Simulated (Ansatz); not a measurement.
# Work function of Al(100): what the settings cost and change, part 2 of 2

How far do cutoff, k-mesh and smearing move the work function of Al(100)?

Ansatz 0.2.0; plane-wave DFT, PBE, Ansatz PAW.

So far. Step 7 (Slab): The work function is 4.234 eV, -0.010 eV from the run “cutoff 420 eV”, at 0.18 times its CPU time. Step 8 (Run): The work function is 4.263 eV, +0.018 eV from the run “cutoff 420 eV”, at 0.42 times its CPU time.

## 9. Run

Contents of input.yaml:

```yaml
crystal:
  lattice:
    - [2.8637824638, 0.0, 0.0]
    - [0.0, 2.8637824638, 0.0]
    - [0.0, 0.0, 30.15]
  atoms:
    - { symbol: Al, position: [0.0, 0.0, 0.2985074627] }
    - { symbol: Al, position: [0.5, 0.5, 0.3656716418] }
    - { symbol: Al, position: [0.0, 0.0, 0.4328358209] }
    - { symbol: Al, position: [0.5, 0.5, 0.5] }
    - { symbol: Al, position: [0.0, 0.0, 0.5671641791] }
    - { symbol: Al, position: [0.5, 0.5, 0.6343283582] }
    - { symbol: Al, position: [0.0, 0.0, 0.7014925373] }
kpoints:
  mp_grid: { grid: [21, 21, 1] }
hamiltonian:
  xc: pbe
scf:
  occupations: { method: fermi_dirac, width: 0.1 }
  convergence: { dr2_threshold: 1.0e-09 }
efield:
  axis: 3
  dipole_correction: true
  ramp_position: 0.97
  ramp_width: 0.06
output:
  write_potential: true
  write_density: true
  volumetric_format: npy
```

On the command line:

```
$ ansatz run input.yaml --threads 2 --pin off --max-ram 3072MiB --backend cpu --events-out ev --progress --plain --runs-dir out
```

Numbers of over 12 decimals in the logs are rounded to 6 here.

Log:

```text
[...]
Crystal: 7 atoms, lattice volume = 247.268 Å³
Basis set: ecut = 420 eV, 4833 PW (Γ)
Bands: 18, of which v1, the nominal top of the filled ones, is band 11 counted from 1 (10 counted from 0)
Symmetry: 8 space group operations
k-points: 66 of 441
[...]
k-point 0: bands = [... 7 lower, -0.7475, 1.8151, 3.7212, 5.0317, 5.7636, 5.9496, 6.8829, 7.1797, ... 3 higher]
  k-point 1: bands = [... 7 lower, -0.7097, 1.8529, 3.7581, 5.0711, 5.8001, 5.8346, 5.9895, 6.2983, ... 3 higher]
  k-point 2: bands = [... 7 lower, -0.5963, 1.9646, 3.8612, 4.5373, 5.0022, 5.1867, 5.7267, 5.9314, ... 3 higher]
  k-point 65: bands = [... 7 lower, 0.4695, 0.5165, 0.6961, 0.9585, 1.0157, 1.2885, 1.8420, 1.9870, ... 3 higher]
[key lines of the parts left out:]
SCF converged after 7 iterations
Free energy (F): -3761.606403 eV
Fermi energy:    1.503722 eV
Dipole field:    D = 0.000000 V/Å  (p = 0.000000 e·Å, saw-weighted, corrected)
Work function:   Φ+ = 4.2281 eV   Φ− = 4.2281 eV
```

Run time: 41 s. Hardware: 2 threads of Arm Neoverse N1, shared host; peak memory 0.61 GiB.

The work function is 4.228 eV, -0.016 eV from the run “cutoff 420 eV”, at 1.8 times its CPU time.

## 10. Run

Changes to input.yaml since step 9:

```diff
@@ -14,3 +14,3 @@
 kpoints:
-  mp_grid: { grid: [21, 21, 1] }
+  mp_grid: { grid: [14, 14, 1] }
 hamiltonian:
@@ -18,3 +18,3 @@
 scf:
-  occupations: { method: fermi_dirac, width: 0.1 }
+  occupations: { method: gaussian, width: 0.05 }
   convergence: { dr2_threshold: 1.0e-09 }
```

Log:

```text
[...]
Crystal: 7 atoms, lattice volume = 247.268 Å³
Basis set: ecut = 420 eV, 4833 PW (Γ)
Bands: 18, of which v1, the nominal top of the filled ones, is band 11 counted from 1 (10 counted from 0)
Symmetry: 8 space group operations
k-points: 36 of 196
[...]
k-point 0: bands = [... 7 lower, -0.7644, 1.7997, 3.7111, 5.0387, 5.7755, 5.9654, 6.8640, 7.1864, ... 3 higher]
  k-point 1: bands = [... 7 lower, -0.6793, 1.8843, 3.7928, 5.1186, 5.1816, 5.6084, 5.8808, 6.0496, ... 3 higher]
  k-point 2: bands = [... 7 lower, -0.4244, 2.1205, 3.2267, 3.5749, 4.1297, 4.3950, 5.4106, 5.4467, ... 3 higher]
  k-point 35: bands = [... 7 lower, 0.0579, 0.4434, 0.5847, 0.9735, 0.9735, 1.1216, 1.5766, 2.2479, ... 3 higher]
[key lines of the parts left out:]
SCF converged after 9 iterations
Free energy (F): -3761.524175 eV
Fermi energy:    1.471390 eV
Dipole field:    D = -0.000000 V/Å  (p = -0.000000 e·Å, saw-weighted, corrected)
Work function:   Φ+ = 4.2823 eV   Φ− = 4.2823 eV
```

The job ended after 24 s (2 threads; peak memory 0.46 GiB; 41 s of CPU time).

The work function is 4.282 eV, +0.038 eV from the run “cutoff 420 eV”, at 1.0 times its CPU time.

## 11. Run

Changes to input.yaml since step 10:

```diff
@@ -18,3 +18,3 @@
 scf:
-  occupations: { method: gaussian, width: 0.05 }
+  occupations: { method: methfessel_paxton, width: 0.2 }
   convergence: { dr2_threshold: 1.0e-09 }
```

Log:

```text
[...]
Crystal: 7 atoms, lattice volume = 247.268 Å³
Basis set: ecut = 420 eV, 4833 PW (Γ)
Bands: 18, of which v1, the nominal top of the filled ones, is band 11 counted from 1 (10 counted from 0)
Symmetry: 8 space group operations
k-points: 36 of 196
[...]
k-point 0: bands = [... 7 lower, -0.7594, 1.8054, 3.7141, 5.0371, 5.7723, 5.9606, 6.8735, 7.1846, ... 3 higher]
  k-point 1: bands = [... 7 lower, -0.6743, 1.8901, 3.7958, 5.1185, 5.1899, 5.6139, 5.8782, 6.0451, ... 3 higher]
  k-point 2: bands = [... 7 lower, -0.4194, 2.1263, 3.2364, 3.5806, 4.1330, 4.4020, 5.4091, 5.4526, ... 3 higher]
  k-point 35: bands = [... 7 lower, 0.0668, 0.4502, 0.5904, 0.9794, 0.9794, 1.1303, 1.5815, 2.2523, ... 3 higher]
[key lines of the parts left out:]
SCF converged after 7 iterations
Free energy (F): -3761.523413 eV
Fermi energy:    1.489293 eV
Dipole field:    D = -0.000001 V/Å  (p = -0.000001 e·Å, saw-weighted, corrected)
Work function:   Φ+ = 4.2574 eV   Φ− = 4.2573 eV
```

It took 22 s on 2 threads; peak memory 0.46 GiB; 38 s of CPU time.

The work function is 4.257 eV, +0.013 eV from the run “cutoff 420 eV”, at 0.97 times its CPU time.

## 12. Run

Changes to input.yaml since step 11:

```diff
@@ -18,3 +18,3 @@
 scf:
-  occupations: { method: methfessel_paxton, width: 0.2 }
+  occupations: { method: fermi_dirac, width: 0.3 }
   convergence: { dr2_threshold: 1.0e-09 }
```

Log:

```text
band count auto-derived: 21 (N_el = 21.0; filled up to band 11; 18 by the electrons, moments and atoms)
[...]
Crystal: 7 atoms, lattice volume = 247.268 Å³
Basis set: ecut = 420 eV, 4833 PW (Γ)
Bands: 21, of which v1, the nominal top of the filled ones, is band 11 counted from 1 (10 counted from 0)
Symmetry: 8 space group operations
k-points: 36 of 196
[...]
k-point 0: bands = [... 7 lower, -0.7672, 1.7959, 3.7073, 5.0298, 5.7626, 5.9604, 6.8588, 7.1790, ... 6 higher]
  k-point 1: bands = [... 7 lower, -0.6821, 1.8806, 3.7890, 5.1101, 5.1763, 5.6098, 5.8688, 6.0445, ... 6 higher]
  k-point 2: bands = [... 7 lower, -0.4272, 2.1167, 3.2218, 3.5763, 4.1268, 4.3892, 5.4018, 5.4434, ... 6 higher]
  k-point 35: bands = [... 7 lower, 0.0528, 0.4462, 0.5862, 0.9704, 0.9704, 1.1144, 1.5709, 2.2431, ... 6 higher]
[key lines of the parts left out:]
SCF converged after 7 iterations
Free energy (F): -3761.988999 eV
Fermi energy:    1.471293 eV
Dipole field:    D = -0.000000 V/Å  (p = -0.000000 e·Å, saw-weighted, corrected)
Work function:   Φ+ = 4.2868 eV   Φ− = 4.2868 eV
```

Run time: 26 s. Hardware: 2 threads; peak memory 0.49 GiB.

The work function is 4.287 eV, +0.042 eV from the run “cutoff 420 eV”, at 1.1 times its CPU time.

## 13. Slab

Changes to input.yaml since step 12:

```diff
@@ -18,3 +18,3 @@
 scf:
-  occupations: { method: fermi_dirac, width: 0.3 }
+  occupations: { method: cold, width: 0.1 }
   convergence: { dr2_threshold: 1.0e-09 }
```

Log:

```text
[...]
Crystal: 7 atoms, lattice volume = 247.268 Å³
Basis set: ecut = 420 eV, 4833 PW (Γ)
Bands: 18, of which v1, the nominal top of the filled ones, is band 11 counted from 1 (10 counted from 0)
Symmetry: 8 space group operations
k-points: 36 of 196
[...]
k-point 0: bands = [... 7 lower, -0.7609, 1.8036, 3.7129, 5.0366, 5.7723, 5.9615, 6.8707, 7.1845, ... 3 higher]
  k-point 1: bands = [... 7 lower, -0.6758, 1.8882, 3.7946, 5.1177, 5.1875, 5.6142, 5.8782, 6.0460, ... 3 higher]
  k-point 2: bands = [... 7 lower, -0.4209, 2.1244, 3.2337, 3.5808, 4.1320, 4.4004, 5.4086, 5.4518, ... 3 higher]
  k-point 35: bands = [... 7 lower, 0.0649, 0.4500, 0.5913, 0.9786, 0.9786, 1.1275, 1.5816, 2.2527, ... 3 higher]
[key lines of the parts left out:]
SCF converged after 8 iterations
Free energy (F): -3761.521096 eV
Fermi energy:    1.479380 eV
Dipole field:    D = -0.000000 V/Å  (p = -0.000000 e·Å, saw-weighted, corrected)
Work function:   Φ+ = 4.2691 eV   Φ− = 4.2691 eV
```

It took 24 s on 2 threads; peak memory 0.46 GiB.

The work function is 4.269 eV, +0.024 eV from the run “cutoff 420 eV”, at 1.0 times its CPU time.

## 14. Side by side

Times are for 2 threads of Arm Neoverse N1, shared host. The series side by side:

```csv
no.,setting,"work function, upper face (eV)",time,memory (GiB)
1,cutoff 200 eV,4.173,9.9 s,0.31
2,cutoff 300 eV,4.238,17 s,0.38
3,cutoff 420 eV,4.245,22 s,0.46
4,cutoff 600 eV,4.245,36 s,0.65
5,mesh 2x2,3.884,3 s,0.35
6,mesh 5x5,4.234,5 s,0.35
7,mesh 9x9,4.263,11 s,0.39
8,mesh 21x21,4.228,41 s,0.61
9,Gaussian smearing 0.05 eV,4.282,24 s,0.46
10,methfessel_paxton smearing 0.2 eV,4.257,22 s,0.46
11,fermi_dirac smearing 0.3 eV,4.287,26 s,0.49
12,cold smearing 0.1 eV,4.269,24 s,0.46
```

## 15. The same run with other settings

An input spoilt on purpose, to show how the run answers: it repeats the earlier run “cutoff 200 eV” with efield.axis from 3 to 0, and scf.max_iter set to 100; its output block differs too.

Changes to input.yaml since step 13:

```diff
@@ -18,6 +18,7 @@
 scf:
-  occupations: { method: cold, width: 0.1 }
+  occupations: { method: fermi_dirac, width: 0.1 }
   convergence: { dr2_threshold: 1.0e-09 }
+  max_iter: 100
 efield:
-  axis: 3
+  axis: 0
   dipole_correction: true
@@ -25,2 +26,4 @@
   ramp_width: 0.06
+basis:
+  ecutwfc: "200 eV"
 output:
```

Log:

```text
Error: invalid value for `efield.axis`: must be in [1, 3]; got 0
```

Wall time 0.02 s (2 threads); peak memory 0.06 GiB.

The input was rejected at the start.

The program's message: “Error: invalid value for `efield.axis`: must be in [1, 3]; got 0”

The fault put into the input: an axis of 0, outside the range 1 to 3.

## 16. Outcome

```json
{
 "work function, cutoff 420 eV": "4.245 eV",
 "work function, cutoff 600 eV": "4.245 eV",
 "work function, mesh 2x2": "3.884 eV",
 "work function, fermi_dirac smearing 0.3 eV": "4.287 eV"
}
```

**Reading.** The run at the highest cutoff gives 4.24 eV, and the settings tried spread the value from 3.88 to 4.29 eV. Against 600 eV, a cutoff of 200 eV is off by -0.072 eV. Against 600 eV, a cutoff of 420 eV is off by -0.000 eV. Against the finest mesh, 21 points along a, the coarser ones are off by -0.34 (2), +0.01 (5) and +0.03 (9) eV. The smearing schemes and widths spread it over 0.04 eV. The ladder's slabs use the tabulated experimental lattice constant (two decimals; a low-temperature value for the alkali metals).

Comparison with the measured values:

| quantity | measured | cutoff 600 eV |
| --- | --- | --- |
| work function (clean (100) face, a compiled value) (eV) | 4.32 | 4.24 (-0.08 eV) |

Measured values from arxiv:1702.08515 (2017).

**Verdict.** The work function is off by -0.08 eV: good agreement. The grades are ours: good and fair within 3 and 7 % for the work function. No cell relaxation is part of this session.

[Logs are printed without paths, hosts, clocks, repeated set-up lines and the standing remarks that a program may print on its own settings, such as how far it seeks lower states.]

[Hosts, paths, dates, database ids (printed as entryN), source tags and the programs' standing remarks are cut or masked in the printed files.]

[Maps of the electrostatic potential energy from Ansatz leave out the sawtooth potential of an applied field or a dipole correction, so their vacuum need not be flat; planar profiles and work functions include it.]
